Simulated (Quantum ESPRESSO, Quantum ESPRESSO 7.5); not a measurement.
# Al(111), 5 layers against a metal electrode, stepped through the charge of the slab

Aim: how the results for Al(111), 5 layers against a metal electrode change with the charge of the slab.

Main program and level: Quantum ESPRESSO 7.5; plane-wave DFT, PBE, GBRV ultrasoft pseudopotentials.

**1. The structure**

Symmetry: Fm-3m, No. 225, cubic system. Conventional cell: a = 4.050 Å, b = 4.050 Å, c = 4.050 Å, α = 90.00°, β = 90.00°, γ = 90.00°. Al has 12 Al at 2.86 Å nearest.

Set-up: The slab is relaxed neutral, then held. ESM with bc3: vacuum below and a metal electrode about 6 Å above the top atoms. Cold smearing of 0.02 Ry. Charges are set per cell from the starting area. The slabs take the lattice constants of the bulk relaxed by the same program.

Members 2, 3, 4.5, 6, 7 and 8 took the same steps and show in the table alone.

**2. Relaxing cell and ions of the reference**

The bulk crystal is relaxed in cell and atoms; the members are built on its lattice constants.

File ref.vc.in:

```
&control
  prefix = 'ref.vc'
  outdir = './out'
  pseudo_dir = './pseudo'
  nstep = 40
  forc_conv_thr = 0.0003
  calculation = 'vc-relax'
/
&system
  ibrav = 0
  nat = 1
  ntyp = 1
  ecutwfc = 50
  ecutrho = 250
  occupations = 'smearing'
  smearing = 'mv'
  degauss = 0.02
/
&electrons
  conv_thr = 1e-09
  mixing_beta = 0.4
  electron_maxstep = 120
/
&ions
/
&cell
  press_conv_thr = 0.3
/
ATOMIC_SPECIES
  Al  26.9815  al_pbe_v1.uspp.F.UPF
CELL_PARAMETERS angstrom
  0.00000000000000 2.02500000000000 2.02500000000000
  2.02500000000000 0.00000000000000 2.02500000000000
  2.02500000000000 2.02500000000000 0.00000000000000
ATOMIC_POSITIONS crystal
  Al  0.000000000000 0.000000000000 0.000000000000
K_POINTS automatic
  17 17 17 0 0 0
```

On the command line:

```
OMP_NUM_THREADS=1 mpirun -n 2 pw.x -nk 2 -in ref.vc.in > ref.vc.out
```

Log:

```text
Program PWSCF v.7.5 starts
[citation notice left out]

     Parallel version (MPI & OpenMP), running on       2 processor cores
     Number of MPI processes:                 2
     Threads/MPI process:                     1

     MPI processes distributed on     1 nodes
[...]
Current dimensions of program PWSCF are:
     Max number of different atomic species (ntypx) = 10
     Max number of k-points (npk) =  40000
     Max angular momentum in pseudopotentials (lmaxx) =  4
     Message from routine setup:
     using ibrav=0 with symmetry is DISCOURAGED, use correct ibrav instead

     K-points division:     npool     =       2
     Subspace diagonalization in iterative solution of the eigenvalue problem:
     a serial algorithm will be used

     G-vector sticks info
     --------------------
     sticks:   dense  smooth     PW     G-vecs:    dense   smooth      PW
     Sum         499     409    127                 7391     5329     965

     Using Slab Decomposition

     bravais-lattice index     =            0
     lattice parameter (alat)  =       5.4118  a.u.
     unit-cell volume          =     112.0732 (a.u.)^3
     number of atoms/cell      =            1
     number of atomic types    =            1
     number of electrons       =         3.00
     number of Kohn-Sham states=            6
     kinetic-energy cutoff     =      50.0000  Ry
     charge density cutoff     =     250.0000  Ry
     scf convergence threshold =      1.0E-09
     mixing beta               =       0.4000
     number of iterations used =            8  plain     mixing
     energy convergence thresh.=      1.0E-04
     force convergence thresh. =      3.0E-04
     press convergence thresh. =      3.0E-01
     Exchange-correlation= SLA  PW   PBE  PBE
                           (   1   4   3   4   0   0   0)
     nstep                     =           40

     celldm(1)=   5.411765  celldm(2)=   0.000000  celldm(3)=   0.000000
     celldm(4)=   0.000000  celldm(5)=   0.000000  celldm(6)=   0.000000

     crystal axes: (cart. coord. in units of alat)
               a(1) = (   0.000000   0.707107   0.707107 )
               a(2) = (   0.707107   0.000000   0.707107 )
               a(3) = (   0.707107   0.707107   0.000000 )

     reciprocal axes: (cart. coord. in units 2 pi/alat)
               b(1) = ( -0.707107  0.707107  0.707107 )
               b(2) = (  0.707107 -0.707107  0.707107 )
               b(3) = (  0.707107  0.707107 -0.707107 )

     PseudoPot. # 1 for Al read from file:
     ./pseudo/al_pbe_v1.uspp.F.UPF
     Pseudo is Ultrasoft + core correction, Zval =  3.0
     Generated by new atomic code, or converted to UPF format
     Using radial grid of  893 points,  3 beta functions with:
                l(1) =   0
                l(2) =   1
                l(3) =   2
     Q(r) pseudized with  8 coefficients,  rinner =    0.900   0.900   0.900
                                                       0.900   0.900

     atomic species   valence    mass     pseudopotential
     Al                3.00    26.98150     Al( 1.00)

     48 Sym. Ops., with inversion, found

   Cartesian axes

     site n.     atom                  positions (alat units)
         1        Al     tau(   1) = (   0.0000000   0.0000000   0.0000000  )

     number of k points=   165  Marzari-Vanderbilt smearing, width (Ry)=  0.0200

     Number of k-points >= 100: set verbosity='high' to print them.

     Dense  grid:     7391 G-vectors     FFT dimensions: (  27,  27,  27)

     Smooth grid:     5329 G-vectors     FFT dimensions: (  25,  25,  25)

     Estimated max dynamical RAM per process >      14.63 MB

     Estimated total dynamical RAM >      27.45 MB

     Initial potential from superposition of free atoms

     starting charge       2.9975, renormalised to       3.0000
     Starting wfcs are    4 randomized atomic wfcs +    2 random wfcs

     total cpu time spent up to now is        0.4 secs

     per-process dynamical memory:    13.7 Mb

     Self-consistent Calculation

     iteration #  1     ecut=    50.00 Ry     beta= 0.40
     Davidson diagonalization with overlap
     ethr =  1.00E-02,  avg # of iterations =  5.6

     Threshold (ethr) on eigenvalues was too large:
     Diagonalizing with lowered threshold

     Davidson diagonalization with overlap
     ethr =  2.07E-04,  avg # of iterations =  2.2

     total cpu time spent up to now is        1.5 secs

     total energy              =      -6.70845998 Ry
     estimated scf accuracy    <       0.00619840 Ry

     iteration #  2     ecut=    50.00 Ry     beta= 0.40
[...]
total energy              =      -6.70782067 Ry
     estimated scf accuracy    <       0.00200159 Ry

     iteration #  3     ecut=    50.00 Ry     beta= 0.40
[...]
total energy              =      -6.70789330 Ry
     estimated scf accuracy    <       0.00000515 Ry

     iteration #  4     ecut=    50.00 Ry     beta= 0.40
[...]
c_bands:  1 eigenvalues not converged
[...]
total energy              =      -6.70789416 Ry
     estimated scf accuracy    <       0.00000007 Ry

     iteration #  5     ecut=    50.00 Ry     beta= 0.40
[...]
total energy              =      -6.70789416 Ry
     estimated scf accuracy    <          3.1E-09 Ry

     iteration #  6     ecut=    50.00 Ry     beta= 0.40
[...]
End of self-consistent calculation

     Number of k-points >= 100: set verbosity='high' to print the bands.

     the Fermi energy is     7.8265 ev

!    total energy              =      -6.70789416 Ry
     estimated scf accuracy    <          7.6E-11 Ry
     smearing contrib. (-TS)   =       0.00012297 Ry
     internal energy E=F+TS    =      -6.70801713 Ry

     The total energy is F=E-TS. E is the sum of the following terms:
     one-electron contribution =       2.96505473 Ry
     hartree contribution      =       0.00835307 Ry
     xc contribution           =      -4.28985932 Ry
     ewald contribution        =      -5.39156561 Ry

     convergence has been achieved in   6 iterations

     Forces acting on atoms (cartesian axes, Ry/au):

     atom    1 type  1   force =     0.00000000    0.00000000    0.00000000

     Total force =     0.000000     Total SCF correction =     0.000000

     Computing stress (Cartesian axis) and pressure

[...]
smearing contrib. (-TS)   =       0.00011864 Ry
     internal energy E=F+TS    =      -6.70803110 Ry

     The total energy is F=E-TS. E is the sum of the following terms:
     one-electron contribution =       2.98314001 Ry
     hartree contribution      =       0.00840632 Ry
     xc contribution           =      -4.29406407 Ry
     ewald contribution        =      -5.40551337 Ry

     convergence has been achieved in   4 iterations

     Forces acting on atoms (cartesian axes, Ry/au):

     atom    1 type  1   force =     0.00000000    0.00000000    0.00000000

     Total force =     0.000000     Total SCF correction =     0.000000

     Computing stress (Cartesian axis) and pressure

          total   stress  (Ry/bohr**3)                   (kbar)     P=       -0.10
  -0.00000070   0.00000000  -0.00000000           -0.10        0.00       -0.00
   0.00000000  -0.00000070   0.00000000            0.00       -0.10        0.00
   0.00000000   0.00000000  -0.00000070            0.00        0.00       -0.10

     Energy error            =      6.8E-06 Ry
     Gradient error          =      0.0E+00 Ry/Bohr
     Cell gradient error     =      1.0E-01 kbar

     bfgs converged in   3 scf cycles and   2 bfgs steps
     (criteria: energy <  1.0E-04 Ry, force <  3.0E-04 Ry/Bohr, cell <  3.0E-01 kbar)

     End of BFGS Geometry Optimization

     Final enthalpy           =      -6.7079124679 Ry

     File ./out/ref.vc.bfgs deleted, as requested
Begin final coordinates
     new unit-cell volume =    111.20787 a.u.^3 (    16.47931 Ang^3 )
     density =      2.71879 g/cm^3

CELL_PARAMETERS (angstrom)
   0.000000000   2.019774927   2.019774927
   2.019774927  -0.000000000   2.019774927
   2.019774927   2.019774927   0.000000000

ATOMIC_POSITIONS (crystal)
Al               0.0000000000        0.0000000000        0.0000000000
End final coordinates

[...]
Final scf calculation at the relaxed structure.
     The G-vectors are recalculated for the final unit cell
     Results may differ from those at the preceding step.

     G-vector sticks info
     --------------------
     sticks:   dense  smooth     PW     G-vecs:    dense   smooth      PW
     Sum         499     397    127                 7391     5209     965

     Using Slab Decomposition

     bravais-lattice index     =            0
     lattice parameter (alat)  =       5.4118  a.u.
     unit-cell volume          =     111.2079 (a.u.)^3
     number of atoms/cell      =            1
     number of atomic types    =            1
     number of electrons       =         3.00
     number of Kohn-Sham states=            6
     kinetic-energy cutoff     =      50.0000  Ry
     charge density cutoff     =     250.0000  Ry
     scf convergence threshold =      1.0E-11
     mixing beta               =       0.4000
     number of iterations used =            8  plain     mixing
     press convergence thresh. =      3.0E-01
     Exchange-correlation= SLA  PW   PBE  PBE
                           (   1   4   3   4   0   0   0)

     celldm(1)=   5.411765  celldm(2)=   0.000000  celldm(3)=   0.000000
     celldm(4)=   0.000000  celldm(5)=   0.000000  celldm(6)=   0.000000

     crystal axes: (cart. coord. in units of alat)
               a(1) = (   0.000000   0.705282   0.705282 )
               a(2) = (   0.705282  -0.000000   0.705282 )
               a(3) = (   0.705282   0.705282   0.000000 )

     reciprocal axes: (cart. coord. in units 2 pi/alat)
               b(1) = ( -0.708936  0.708936  0.708936 )
               b(2) = (  0.708936 -0.708936  0.708936 )
               b(3) = (  0.708936  0.708936 -0.708936 )

     PseudoPot. # 1 for Al read from file:
     ./pseudo/al_pbe_v1.uspp.F.UPF
     Pseudo is Ultrasoft + core correction, Zval =  3.0
     Generated by new atomic code, or converted to UPF format
     Using radial grid of  893 points,  3 beta functions with:
                l(1) =   0
                l(2) =   1
                l(3) =   2
     Q(r) pseudized with  8 coefficients,  rinner =    0.900   0.900   0.900
                                                       0.900   0.900

     atomic species   valence    mass     pseudopotential
     Al                3.00    26.98150     Al( 1.00)

     48 Sym. Ops., with inversion, found

   Cartesian axes

     site n.     atom                  positions (alat units)
         1        Al     tau(   1) = (   0.0000000   0.0000000   0.0000000  )

     number of k points=   165  Marzari-Vanderbilt smearing, width (Ry)=  0.0200

     Number of k-points >= 100: set verbosity='high' to print them.

     Dense  grid:     7391 G-vectors     FFT dimensions: (  27,  27,  27)

     Smooth grid:     5209 G-vectors     FFT dimensions: (  25,  25,  25)

     Estimated max dynamical RAM per process >      14.64 MB

     Estimated total dynamical RAM >      27.48 MB

     Initial potential from superposition of free atoms

     starting charge       2.9975, renormalised to       3.0000
     Starting wfcs are    4 randomized atomic wfcs +    2 random wfcs

     total cpu time spent up to now is        7.4 secs

     per-process dynamical memory:    18.1 Mb

     Self-consistent Calculation

     iteration #  1     ecut=    50.00 Ry     beta= 0.40
     Davidson diagonalization with overlap
     c_bands:  1 eigenvalues not converged
     c_bands:  1 eigenvalues not converged
     c_bands:  2 eigenvalues not converged
     c_bands:  1 eigenvalues not converged
     c_bands:  1 eigenvalues not converged
     c_bands:  1 eigenvalues not converged
     c_bands:  1 eigenvalues not converged
     c_bands:  2 eigenvalues not converged
     c_bands:  1 eigenvalues not converged
     c_bands:  1 eigenvalues not converged
     c_bands:  1 eigenvalues not converged
     c_bands:  1 eigenvalues not converged
     c_bands:  1 eigenvalues not converged
     c_bands:  1 eigenvalues not converged
     c_bands:  1 eigenvalues not converged
     c_bands:  1 eigenvalues not converged
     c_bands:  1 eigenvalues not converged
     ethr =  1.00E-06,  avg # of iterations = 14.1

     total cpu time spent up to now is        8.9 secs

     total energy              =      -6.70848631 Ry
     estimated scf accuracy    <       0.00618210 Ry

[...]
iteration #  7     ecut=    50.00 Ry     beta= 0.40
[...]
End of self-consistent calculation

     Number of k-points >= 100: set verbosity='high' to print the bands.

     the Fermi energy is     7.9081 ev

!    total energy              =      -6.70791235 Ry
     estimated scf accuracy    <          5.6E-14 Ry
     smearing contrib. (-TS)   =       0.00011864 Ry
     internal energy E=F+TS    =      -6.70803098 Ry

     The total energy is F=E-TS. E is the sum of the following terms:
     one-electron contribution =       2.98314010 Ry
     hartree contribution      =       0.00840633 Ry
     xc contribution           =      -4.29406405 Ry
     ewald contribution        =      -5.40551337 Ry

     convergence has been achieved in   7 iterations

     Forces acting on atoms (cartesian axes, Ry/au):

     atom    1 type  1   force =     0.00000000    0.00000000    0.00000000

     Total force =     0.000000     Total SCF correction =     0.000000

     Computing stress (Cartesian axis) and pressure

          total   stress  (Ry/bohr**3)                   (kbar)     P=       -0.10
  -0.00000070   0.00000000  -0.00000000           -0.10        0.00       -0.00
   0.00000000  -0.00000070   0.00000000            0.00       -0.10        0.00
  -0.00000000   0.00000000  -0.00000070           -0.00        0.00       -0.10

[...]
=------------------------------------------------------------------------------=
   JOB DONE.
=------------------------------------------------------------------------------=
```

The job ended after 12 s (2 MPI ranks of Arm Neoverse V1, shared host; peak memory 0.11 GiB).

The steps of the relaxation:

```csv
step,energy less that of the first step (eV),largest force (eV/Å),volume (Å³)
1,0.0000,0.0000,16.61
2,-0.0002,0.0000,16.56
3,-0.0002,0.0000,16.48
4,-0.0002,0.0000,16.48
```

```csv
"conventional cell, symmetrised",before,after,change
a (Å),4.050,4.040,-0.3 %
b (Å),4.050,4.040,-0.3 %
c (Å),4.050,4.040,-0.3 %
volume (Å³/atom),16.61,16.48,-0.8 %
```

The relaxed structure:

```
Al
1.0
     0.00000    2.01977    2.01977
     2.01977    0.00000    2.01977
     2.01977    2.01977    0.00000
Al
1
Direct
  0.00000 0.00000 0.00000
```

 The last row is no step: it is a fresh SCF in the final cell with a new plane-wave basis, +0 meV from the row before.

Numbers from this step:

| Property | Result |
| --- | --- |
| free energy | -91.2658 eV |
| Fermi energy | 7.908 eV |

(Part 1 of 4 ends here.)

[Logs are printed without paths, hosts, clocks, repeated set-up lines and the standing remarks that a program may print on its own settings, such as how far it seeks lower states.]

[Hosts, paths, dates, database ids (printed as entryN), source tags and the programs' standing remarks are cut or masked in the printed files.]

[Maps of the electrostatic potential energy from Ansatz leave out the sawtooth potential of an applied field or a dipole correction, so their vacuum need not be flat; planar profiles and work functions include it.]
